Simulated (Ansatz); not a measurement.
# Pnnm (COD entry) AlH3, size series (288 atoms) under strain, part 2 of 3

How stiff is Pnnm (COD entry) AlH3, size series (288 atoms), and how do its levels respond to strain?

Ansatz 0.2.0; Kohn-Sham DFT, LDA, PAW (set soft_2), plane waves.

The cell: 72 Al and 216 H. Sampling is at Γ alone.

So far. Step 2 (Single point at the start): The r.m.s. force at the start is 0.35 eV/Å. Step 3 (Cell and atoms relaxed): The relaxation converged after 5 steps, with a largest force component of 0.013 eV/Å.

## (4) Single point at the relaxed geometry

The electronic structure is read at the final geometry, in a run of its own.

input.yaml

```yaml
crystal:
  lattice:
    - [16.15536, 0.0, 0.0]
    - [0.0, 14.511, 0.0]
    - [0.0, 0.0, 11.44945]
  atoms:
    - { symbol: Al, position: [0.0, 1.0, 0.25] }
    - { symbol: Al, position: [0.16667, 0.25, 0.0] }
    - { symbol: Al, position: [0.26323, 0.04304, 0.0] }
    - { symbol: Al, position: [0.0701, 0.45696, 0.0] }
    - { symbol: Al, position: [0.23677, 0.29304, 0.25] }
    - { symbol: Al, position: [0.09656, 0.20696, 0.25] }
    [... 276 atom lines left out ...]
    - { symbol: H, position: [0.79926, 0.82072, 0.75] }
    - { symbol: H, position: [0.86741, 0.67928, 0.75] }
    - { symbol: H, position: [0.89425, 0.65257, 0.5] }
    - { symbol: H, position: [0.77241, 0.84743, 0.5] }
    - { symbol: H, position: [0.93908, 0.90257, 0.75] }
    - { symbol: H, position: [0.72759, 0.59743, 0.75] }
kpoints:
  mp_grid: { grid: [1, 1, 1] }
hamiltonian:
  xc: lda
scf:
  occupations: { method: gaussian, width: 0.05 }
output:
  forces: true
  stress: true
  populations: true
  dos:
    method: { smearing: { sigma: 0.08 } }
    de: 0.1
    projected: { site_lists: { Al: [Al], H: [H] } }
  eigenvalues: true
  write_density: true
  write_potential: true
  volumetric_format: npy
  elf: true
```

Run with:

```console
ansatz run input.yaml --threads 4 --pin off --max-ram 8192MiB --backend cpu --events-out ev --progress --plain --runs-dir out
```

Numbers of over 12 decimals in the logs are rounded to 6 here.

Output:

```text
[...]
Crystal: 288 atoms, lattice volume = 2684.099 Å³
Basis set: ecut = 420 eV, 52475 PW (Γ)
Bands: 504, of which v1, the nominal top of the filled ones, is band 216 counted from 1 (215 counted from 0)
Symmetry: 96 space group operations
[...]
k-points: 1
[...]
SCF iter   1: F=—  HF=-40301.726087 eV  |F-HF|=—  |Δ(HF+E_count)|=         —  Δρ=1.28e-2  dr2=3.32e0  ethr=1.77e-3  ⟨swp⟩=6.0  Hψ=2500  notcnv=0  defer=125
[...]
SCF iter   7: F=-40300.394945 eV  HF=-40300.394945 eV  |F-HF|=3.49e-10  |Δ(HF+E_count)|=   2.93e-8  Δρ=3.92e-7  dr2=6.27e-9  ethr=2.31e-11  ⟨swp⟩=22.0  Hψ=5634  notcnv=0
SCF 1 converged in 7 iterations: F = -40300.394945 eV  dr2 = 6.27e-9
[...]
SCF converged after 7 iterations
Free energy (F): -40300.394945 eV
[...]
Internal energy: -40300.394945 eV  (E = F + TS)
E sigma→0 (E₀):  -40300.394945 eV
Fermi energy:    2.182590 eV
[...]
--- Forces (eV/Å), atoms counted from 1 ---
  atom   1  Al    -0.00000000     0.00000000     0.00000000
  atom   2  Al    -0.00000000    -0.00000000     0.00000000
  atom   3  Al     0.01255034    -0.00277143     0.00000000
  atom   4  Al    -0.01255034     0.00277143     0.00000000
  atom   5  Al    -0.01255034    -0.00277143     0.00000000
  atom   6  Al     0.01255034     0.00277143    -0.00000000
  atom   7  H     -0.00000000     0.00000000     0.00000000
  atom   8  H      0.00000000    -0.00000000     0.00000000
  atom   9  H     -0.00128224     0.00141255     0.00105061
  atom  10  H      0.00128224    -0.00141255     0.00105061
  atom  11  H      0.00128224     0.00141255    -0.00105061
  atom  12  H     -0.00128224    -0.00141255    -0.00105061
  atom  13  H      0.00128224    -0.00141255    -0.00105061
  atom  14  H     -0.00128224     0.00141255    -0.00105061
[...]
atom 287  H      0.00199583     0.00348811     0.00000000
  atom 288  H     -0.00199583    -0.00348811    -0.00000000
  max |Σ_I F_I| component: 5.81e-17 eV/Å
--- Stress (GPa, compression-positive) ---
        0.008509      -0.000000      -0.000000
       -0.000000      -0.035249       0.000000
        0.000000      -0.000000      -0.041342
  P = ⅓ Tr σ = -0.0227 GPa (-0.227 kbar)
--- Band table (eV) ---
[...]
--- Löwdin populations: 288 sites ---
  site symbol       q [e]
     0     Al      2.3264
     1     Al      2.3264
     2     Al      2.3730
[...]
287      H      1.2210
  spilling = 0.011210 (of n_electrons = 432.000000)
```

Wall time 76 s (4 threads of AMD EPYC 7R43, shared host); peak memory 3.3 GiB.

Numbers from this run:

* free energy: -40300.3949 eV
* free energy per atom: -139.9319 eV/atom
* SCF cycles: 7
* pressure: -0.02269 GPa
* r.m.s. force component: 0.00353 eV/Å
* longest force: 0.01285 eV/Å
* Fermi energy: 2.183 eV
* gap (highest filled to lowest empty level): 3.018 eV
* spilling of the projection: 0.01121

Löwdin charges by element (they lack the spilled electrons, 0.017 e an atom on average):

```tsv
element	coordination	atoms	mean charge (e)	spread	least	most
Al	all	72	0.642	0.022	0.627	0.674
H	all	216	-0.192	0.0272	-0.236	-0.154
```

States in the cell by windows of 1 eV, zero at the Fermi level; the larger projections on atomic orbitals stand beside the total:

```tsv
from (eV)	to (eV)	total	H s	Al p	Al s
-11	-10	9.1	4.8	0.8	3.3
-10	-9	36.2	17.0	6.8	11.9
-9	-8	23.1	10.5	6.0	6.3
-8	-7	30.7	15.2	7.8	7.5
-7	-6	31.2	16.4	6.3	8.2
-6	-5	81.7	40.5	35.7	4.7
-5	-4	63.5	36.8	25.0	1.2
-4	-3	59.2	39.3	17.9	1.4
-3	-2	77.3	59.4	14.1	2.8
-2	-1	20.0	17.5	1.8	0.3
-1	1	0.0	0.0	0.0	0.0
1	2	16.0	1.1	5.1	9.1
2	3	42.6	4.4	14.4	18.2
3	4	84.0	9.0	30.8	14.3
4	5	87.7	10.8	42.1	8.6
```

The curve was stored every 0.100 eV, coarse against its broadening of 0.08 eV, so these counts are rough.

The levels nearest the highest filled one (over half full), pooled over k-points and spins:

```tsv
level less the highest filled one (eV)	occupation
-0.328	2
-0.328	2
-0.265	2
-0.265	2
0	2
0	2
3.02	0
3.02	0
3.18	0
3.18	0
3.37	0
3.37	0
```

ELF in the ab plane at fractional z = 0.000, with atoms of Al and H within 0.2 Å of it. It is the smooth field of the valence electrons, not physical close to the nuclei.

Values in units of 1e-1, 13 rows by 16 columns, each cell a mean:
```
5.6 1.7 6.6 4.6 8.5 8.2 1.3 5.3 5.9 6.2 9.4 3.0 3.4 6.8 4.4 9.7
4.0 9.0 6.9 0.7 4.2 4.9 7.0 8.7 1.9 2.5 5.8 4.9 9.4 4.1 1.1 5.6
0.9 6.1 4.9 1.7 0.8 0.2 4.4 6.4 1.9 1.4 0.2 2.5 6.8 3.0 1.8 0.3
0.2 1.5 1.3 4.8 3.1 0.2 0.9 1.6 3.4 4.5 0.6 0.4 1.9 1.9 5.2 1.6
4.1 1.5 2.2 9.4 7.5 3.4 2.6 1.0 7.6 9.3 3.4 3.7 0.9 4.8 9.8 4.9
9.7 6.1 4.3 5.0 2.2 8.6 8.6 3.4 5.5 2.8 6.0 9.7 4.0 5.2 4.1 3.4
5.7 2.9 9.3 7.3 5.2 6.7 3.0 7.3 9.1 4.5 6.9 4.3 4.7 9.7 5.2 6.5
5.9 5.1 4.9 1.5 8.0 8.2 4.0 5.8 2.2 5.2 9.4 4.3 5.9 3.6 2.6 9.5
2.1 9.4 7.9 1.5 1.0 1.3 7.4 9.5 2.7 0.9 1.4 4.6 9.8 5.2 1.2 1.2
0.2 2.4 1.4 1.7 1.1 0.1 1.4 2.3 1.0 1.8 0.2 0.6 2.8 0.8 2.1 0.5
0.6 1.0 2.4 8.7 6.5 0.7 0.7 1.7 6.9 8.3 1.7 0.6 1.5 4.4 9.0 3.9
8.5 4.2 1.5 6.8 5.2 7.2 6.7 1.0 5.3 6.6 5.4 8.2 2.0 3.2 7.4 4.4
8.1 5.2 8.4 6.7 1.7 7.1 6.8 6.6 8.6 2.1 5.2 8.0 5.1 9.0 4.1 3.2
```
Columns run along a (16.2 Å), rows up along b (14.5 Å). Atoms in or near the plane, at fractional coordinates: Al at (0.17, 0.25), Al at (0.26, 0.04), Al at (0.07, 0.46), H at (0.17, 0.00), H at (0.03, 0.07), H at (0.30, 0.43), H at (0.23, 0.15), H at (0.11, 0.35), Al at (0.17, 0.75), Al at (0.26, 0.54), Al at (0.07, 0.96), H at (0.17, 0.50), H at (0.03, 0.57), H at (0.30, 0.93) and more.

Valence density in the ab plane at fractional z = 0.000, with atoms of Al and H within 0.2 Å of it. It is the smooth field of the valence electrons, not physical close to the nuclei.

Ten even steps from '0' (0.0 e/Å³) to '9' (1.4 e/Å³), each cell a mean:
```
21000123421113542100012431112443210001343111244
32000111000014852100111100001684210011100001277
10013421000001211012442000000121001243100000011
00015951000000000002793100000000001397210000000
00001221001000000000122101100000000122110100000
00000110001100000000010000100000000011000010000
00000110011100000000010001110000000001000111000
00000000125620000000000013651000000000012463100
00000000026731000000000012762100000000001484100
25510000011211113641000001221012463000000121101
36721001211000124752101121100012574100112110002
22211126942101122221113883200112221112496210012
21000123421113542100012431112443210001343111244
32000111000014852100111100001684210011100001277
10013421000001211012442000000121001243100000011
00015951000000000002793100000000001397210000000
00001221001000000000122101100000000122110100000
00000110001100000000010000100000000011000010000
00000110011100000000010001110000000001000111000
00000000125620000000000013651000000000012463100
00000000026731000000000012762100000000001484100
25510000011211113641000001221012463000000121101
36721001211000124752101121100012574100112110002
22211126942101122221113883200112221112496210012
```
Columns run along a (16.2 Å), rows up along b (14.5 Å). Atoms in or near the plane, at fractional coordinates: Al at (0.17, 0.25), Al at (0.26, 0.04), Al at (0.07, 0.46), H at (0.17, 0.00), H at (0.03, 0.07), H at (0.30, 0.43), H at (0.23, 0.15), H at (0.11, 0.35), Al at (0.17, 0.75), Al at (0.26, 0.54), Al at (0.07, 0.96), H at (0.17, 0.50), H at (0.03, 0.57), H at (0.30, 0.93) and more.

Filled and empty levels are parted by 3.02 eV at Γ alone; the mesh holds the band edges only if they fold onto it, so the gap at this level can be narrower or closed, while local or semilocal functionals tend to narrow gaps against experiment. Mean Löwdin charges: Al +0.64, H -0.19 e (they miss 1.1 % of the electrons, so they add up to more than the cell's charge). The largest share in the top eV of filled states is H s (84 % of the projected weight), and in the lowest eV of empty states Al s (56 % of the projected weight).

## (5) Volume -3 %

The relaxed cell is scaled evenly and the atoms are relaxed again; the stress at the end gives one point of P(V).

Edit input.yaml of step 4 so:

```diff
@@ -2,7 +2,7 @@
   lattice:
-    - [16.15536, 0.0, 0.0]
-    - [0.0, 14.511, 0.0]
-    - [0.0, 0.0, 11.44945]
+    - [15.99216, 0.0, 0.0]
+    - [0.0, 14.36441, 0.0]
+    - [0.0, 0.0, 11.33379]
   atoms:
-    - { symbol: Al, position: [0.0, 1.0, 0.25] }
+    - { symbol: Al, position: [0.0, 0.0, 0.25] }
     - { symbol: Al, position: [0.16667, 0.25, 0.0] }
@@ -27,12 +27,6 @@
   forces: true
+  eigenvalues: true
   stress: true
-  populations: true
-  dos:
-    method: { smearing: { sigma: 0.08 } }
-    de: 0.1
-    projected: { site_lists: { Al: [Al], H: [H] } }
-  eigenvalues: true
-  write_density: true
-  write_potential: true
-  volumetric_format: npy
-  elf: true
+relax:
+  f_tol: 0.05
+  max_steps: 70
```

Output:

```text
[...]
Warning: output.stress: scf.convergence.dr2_threshold = 1e-7 eV (the SCF's general default) is looser than the 1.08e-8 eV advised for a printed stress (1e-10 eV for each atom of the cell: 288, of which 108 are counted). What an SCF threshold leaves in a stress goes as its square root, and in the free energy as the threshold itself, and one threshold admits the most on a small cell: [...]
[...]
Crystal: 288 atoms, lattice volume = 2603.575 Å³
Basis set: ecut = 420 eV, 50873 PW (Γ)
Bands: 504, of which v1, the nominal top of the filled ones, is band 216 counted from 1 (215 counted from 0)
Symmetry: 96 space group operations
[...]
k-points: 1
[...]
SCF iter   1: F=—  HF=-40301.186220 eV  |F-HF|=—  |Δ(HF+E_count)|=         —  Δρ=1.29e-2  dr2=3.24e0  ethr=1.77e-3  ⟨swp⟩=6.0  Hψ=2500  notcnv=0  defer=126
[...]
SCF iter   5: F=-40299.883994 eV  HF=-40299.883991 eV  |F-HF|=3.39e-6  |Δ(HF+E_count)|=   2.18e-5  Δρ=1.44e-5  dr2=5.71e-6  ethr=2.57e-8  ⟨swp⟩=2.0  Hψ=410  notcnv=0  defer=277
SCF iter   6: F=-40299.883995 eV  HF=-40299.883995 eV  |F-HF|=1.58e-8  |Δ(HF+E_count)|=   3.83e-6  Δρ=1.99e-6  dr2=1.73e-7  ethr=1.32e-9  ⟨swp⟩=16.0  Hψ=4844  notcnv=0
SCF 1 converged in 6 iterations: F = -40299.883995 eV  dr2 = 1.73e-7
[...]
relax step   1: F+E_penalty+E_count = -40299.88399492 eV  Δ(F+E_penalty+E_count) = +0.000e0 eV  max|allowed force component| = 1.185e-1 eV/Å  Δτ_max = 0.0000 Å  (6 SCF iters, dr2 threshold 6.25e-5 eV, accepted)
[...]
SCF iter   1: F=—  HF=-40300.099419 eV  |F-HF|=—  |Δ(HF+E_count)|=         —  Δρ=2.19e-3  dr2=1.13e-1  ethr=2.54e-5  ⟨swp⟩=1.0  Hψ=1170  notcnv=0  defer=280
[...]
SCF iter   4: F=—  HF=-40300.062211 eV  |F-HF|=—  |Δ(HF+E_count)|=   3.28e-4  Δρ=7.02e-6  dr2=1.42e-6  ethr=1.82e-8  ⟨swp⟩=2.0  Hψ=414  notcnv=0  defer=280
SCF iter   5: F=-40300.062212 eV  HF=-40300.062212 eV  |F-HF|=2.00e-8  |Δ(HF+E_count)|=   1.53e-7  Δρ=1.49e-6  dr2=6.14e-8  ethr=2.31e-11  ⟨swp⟩=12.0  Hψ=3096  notcnv=0
SCF 2 converged in 5 iterations: F = -40300.062212 eV  dr2 = 6.14e-8
[...]
relax step   2: F+E_penalty+E_count = -40300.06221166 eV  Δ(F+E_penalty+E_count) = -1.782e-1 eV  max|allowed force component| = 3.132e-2 eV/Å  Δτ_max = 0.0193 Å  (5 SCF iters, accepted)
SCF converged after 5 iterations
Free energy (F): -40300.062212 eV
[...]
Internal energy: -40300.062212 eV  (E = F + TS)
E sigma→0 (E₀):  -40300.062212 eV
Fermi energy:    2.428184 eV
[...]
Σ components = -40300.062212   (vs F -40300.062212, Δ=0.00e0)
--- Forces (eV/Å), atoms counted from 1 ---
  atom   1  Al    -0.00000000    -0.00000000    -0.00000000
  atom   2  Al    -0.00000000     0.00000000    -0.00000000
  atom   3  Al    -0.03131696     0.01825826    -0.00000000
  atom   4  Al     0.03131696    -0.01825826    -0.00000000
[...]
atom 288  H      0.00798538    -0.02049669    -0.00000000
  max |Σ_I F_I| component: 2.05e-16 eV/Å
--- Stress (GPa, compression-positive) ---
        1.613594       0.000000      -0.000000
        0.000000       1.427654      -0.000000
       -0.000000       0.000000       1.419455
  P = ⅓ Tr σ = 1.4869 GPa (14.869 kbar)
--- Band table (eV) ---
[...]
--- Relaxed structure (2 steps of the walk, 2 accepted, 0 SCFs on fresh bases) ---
  F+E_penalty+E_count = -40300.06221166 eV   max|allowed force component| = 3.132e-2 eV/Å
  atoms:
    - { symbol: Al, position: [0, 0, 0.250000] }
    - { symbol: Al, position: [0.166667, 0.25, 0] }
    - { symbol: Al, position: [0.263327, 0.043268, 0] }
    - { symbol: Al, position: [0.070006, 0.456732, 0] }
[...]
- { symbol: H, position: [0.728353, 0.596821, 0.750000] }
```

Elapsed: 1.8 min, on 4 threads; peak memory 3.3 GiB.

The program notes that the SCF threshold is loose for the stress.

The relaxation converged after 2 steps, 0.178 eV below its start, with a largest force component of 0.031 eV/Å.

Volume -3 %: the energy stands 0.333 eV above that of the reference, at a pressure of 1.49 GPa.

## (6) Volume +3 %

The relaxed cell is scaled to another volume.

Input and log are left out; they have the form of those shown for this kind of step.

The job ended after 1.9 min (4 threads of AMD EPYC 7R43, shared host; peak memory 3.4 GiB).

The relaxation converged after 2 steps, 0.148 eV below its start, with a largest force component of 0.030 eV/Å.

Volume +3 %: the energy stands 0.338 eV above that of the reference, at a pressure of -1.33 GPa.

## (7) Volume -6 %

The relaxed cell is scaled to another volume.

Input and log are left out; they have the form of those shown for this kind of step.

Wall time 2.4 min (4 threads of AMD EPYC 7R43, shared host); peak memory 3.2 GiB; 8.9 min of CPU time.

The relaxation converged after 3 steps, 0.809 eV below its start, with a largest force component of 0.024 eV/Å.

Volume -6 %: the energy stands 1.35 eV above that of the reference, at a pressure of 2.85 GPa.

## (8) Volume +6 %

The relaxed cell is scaled to another volume.

input.yaml, the sections that differ from step 5:

```yaml
crystal:
  lattice:
    - [16.47221, 0.0, 0.0]
    - [0.0, 14.7956, 0.0]
    - [0.0, 0.0, 11.67401]
  atoms:
    [... the 288 atom lines of step 5 ...]
# kpoints, hamiltonian, scf, output, relax: as in step 5
```

Output:

```text
[...]
Crystal: 288 atoms, lattice volume = 2845.146 Å³
Basis set: ecut = 420 eV, 55721 PW (Γ)
Bands: 504, of which v1, the nominal top of the filled ones, is band 216 counted from 1 (215 counted from 0)
Symmetry: 96 space group operations
[...]
k-points: 1
[...]
SCF iter   1: F=—  HF=-40299.929566 eV  |F-HF|=—  |Δ(HF+E_count)|=         —  Δρ=1.25e-2  dr2=3.48e0  ethr=1.77e-3  ⟨swp⟩=6.0  Hψ=2495  notcnv=0  defer=118
[...]
SCF iter   5: F=-40298.553369 eV  HF=-40298.553363 eV  |F-HF|=6.27e-6  |Δ(HF+E_count)|=   5.67e-5  Δρ=1.61e-5  dr2=9.50e-6  ethr=4.74e-8  ⟨swp⟩=2.0  Hψ=383  notcnv=0  defer=281
SCF iter   6: F=-40298.553370 eV  HF=-40298.553370 eV  |F-HF|=2.95e-8  |Δ(HF+E_count)|=   7.23e-6  Δρ=2.77e-6  dr2=2.37e-7  ethr=2.20e-9  ⟨swp⟩=16.0  Hψ=4837  notcnv=0
SCF 1 converged in 6 iterations: F = -40298.553370 eV  dr2 = 2.37e-7
[...]
relax step   1: F+E_penalty+E_count = -40298.55337008 eV  Δ(F+E_penalty+E_count) = +0.000e0 eV  max|allowed force component| = 1.976e-1 eV/Å  Δτ_max = 0.0000 Å  (6 SCF iters, dr2 threshold 6.25e-5 eV, accepted)
[...]
relax step   2: F+E_penalty+E_count = -40299.12872672 eV  Δ(F+E_penalty+E_count) = -5.754e-1 eV  max|allowed force component| = 5.603e-2 eV/Å  Δτ_max = 0.0428 Å  (6 SCF iters, accepted)
[...]
relax step   3: F+E_penalty+E_count = -40299.15406891 eV  Δ(F+E_penalty+E_count) = -2.534e-2 eV  max|allowed force component| = 2.444e-2 eV/Å  Δτ_max = 0.0125 Å  (5 SCF iters, accepted)
SCF converged after 5 iterations
Free energy (F): -40299.154069 eV
[...]
Internal energy: -40299.154069 eV  (E = F + TS)
E sigma→0 (E₀):  -40299.154069 eV
Fermi energy:    1.735315 eV
[...]
Σ components = -40299.154069   (vs F -40299.154069, Δ=0.00e0)
--- Forces (eV/Å), atoms counted from 1 ---
  atom   1  Al     0.00000000    -0.00000000     0.00000000
  atom   2  Al    -0.00000000     0.00000000    -0.00000000
  atom   3  Al    -0.02444376     0.01177422     0.00000000
  atom   4  Al     0.02444376    -0.01177422    -0.00000000
[...]
atom 288  H     -0.00356119     0.00437302     0.00000000
  max |Σ_I F_I| component: 2.25e-16 eV/Å
--- Stress (GPa, compression-positive) ---
       -2.422644       0.000000      -0.000000
        0.000000      -2.320342      -0.000000
       -0.000000      -0.000000      -2.307544
  P = ⅓ Tr σ = -2.3502 GPa (-23.502 kbar)
--- Band table (eV) ---
[...]
--- Relaxed structure (3 steps of the walk, 3 accepted, 0 SCFs on fresh bases) ---
  F+E_penalty+E_count = -40299.15406891 eV   max|allowed force component| = 2.444e-2 eV/Å
  atoms:
    - { symbol: Al, position: [1.267036531245411e-19, 0, 0.25] }
    - { symbol: Al, position: [0.166667, 0.250000, 0] }
    - { symbol: Al, position: [0.263346, 0.042153, 0] }
    - { symbol: Al, position: [0.069987, 0.457847, 0] }
[...]
- { symbol: H, position: [0.725460, 0.599381, 0.75] }
```

It took 2.8 min on 4 threads; peak memory 3.5 GiB.

The relaxation converged after 3 steps, 0.601 eV below its start, with a largest force component of 0.024 eV/Å.

Volume +6 %: the energy stands 1.24 eV above that of the reference, at a pressure of -2.35 GPa.

(Part 2 of 3 ends here.)

[Logs are printed without paths, hosts, clocks, repeated set-up lines and the standing remarks that a program may print on its own settings, such as how far it seeks lower states.]

[Hosts, paths, dates, database ids (printed as entryN), source tags and the programs' standing remarks are cut or masked in the printed files.]
